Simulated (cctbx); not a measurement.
# Diagnosing a refinement

Cell a = 7.8020 Å, b = 10.6940 Å, c = 23.0480 Å, α = 90.00°, β = 90.00°, γ = 90.00°; space group Fddd (no. 70, origin choice 1).

Simulated single-crystal data (cctbx): Mo Kα, λ = 0.71073 Å, to d = 0.65 Å, 70 % of the full sphere, strongest reflection 40000 counts, noise from counting, a 6 % proportional error and a noise floor of 2 counts (s.d.); no absorption.

An anisotropic refinement with weights 1/σ² prints:

```text
Rint 0.043, 117 unique reflections to 1.30 A
cycle     R1     wR2    GooF  max shift (A)
   1  0.0265  0.0957   2.605   0.02856
   2  0.0142  0.0380   1.033   0.00014
final R1 0.0142 wR2 0.0379 GooF 1.032  parameters 24  data/parameter 4.9
atom        x        y        z      Ueq    occ   su(xyz)  su(Uiso or U11)
Tb1    0.00000  0.00000  0.41567   0.0195  1.000  0.00003  0.0010
Te1    0.98764  0.24858  0.42019   0.0137  1.000  0.00008  0.0011
Sc1    0.50000  0.00000  0.25282   0.0350  1.000  0.00013  0.0044
S1     0.26622  0.00000  0.00000   0.0357  1.000  0.00061  0.0054
difference map: max 0.39 min -0.38 rms 0.12
Q1    0.0921  0.1963  0.6690   32    0.40  1.36 A from Tb1
Q2    0.0126  0.0724  0.2931   32    0.36  1.31 A from Sc1
Q3    0.0292  0.0447  0.5350   32    0.32  1.26 A from Tb1
Q4    0.0131  0.2328  0.2044   32    0.26  1.09 A from S1
Q5    0.1223  0.0900  0.4174   32    0.25  1.36 A from Tb1
Q6    0.0000  0.0000  0.3679   16    0.25  1.10 A from Tb1
```

**Question.** Can this result stand? If not, what is the likely fault?

Mend it. The fault: data cut at low resolution. Against the right model at the same level, R1 goes from 0.0170 to 0.0142 and GooF from 0.92 to 1.03. The atoms are right, but there are too few data for the parameters: R1 flatters and the s.u.s grow. Data per parameter fall from 38.3 to 4.9.

The compound is TbScTe2S. The right model at the same level gives:

```text
Rint 0.047, 919 unique reflections to 0.65 A
cycle     R1     wR2    GooF  max shift (A)
   1  0.0773  0.2259   4.640   0.02450
   3  0.0170  0.0450   0.924   0.00005
final R1 0.0170 wR2 0.0450 GooF 0.924  parameters 24  data/parameter 38.3
atom        x        y        z      Ueq    occ   su(xyz)  su(Uiso or U11)
Tb1    0.00000  0.00000  0.41570   0.0202  1.000  0.00001  0.0001
Te1    0.98760  0.24865  0.42020   0.0144  1.000  0.00002  0.0001
Sc1    0.50000  0.00000  0.25268   0.0383  1.000  0.00005  0.0006
S1     0.26659  0.00000  0.00000   0.0345  1.000  0.00020  0.0007
difference map: max 0.95 min -0.88 rms 0.26
Q1    0.0896  0.1879  0.4123   32    0.99  1.04 A from Te1
Q2    0.0488  0.0780  0.4169   32    0.97  0.92 A from Tb1
Q3    0.0000  0.0000  0.5000    8    0.94  1.82 A from S1
Q4    0.1200  0.1552  0.1853   32    0.90  2.04 A from Te1
Q5    0.0000  0.0000  0.2987   16    0.87  1.18 A from Sc1
Q6    0.0053  0.1276  0.1740   32    0.83  2.17 A from Sc1
```

This is a model crystal, built by substitution and not relaxed, with assumed displacement parameters.

[Middle refinement cycles are left out of these outputs.]

[Logs are printed without paths, hosts, clocks, repeated set-up lines and the standing remarks that a program may print on its own settings, such as how far it seeks lower states.]
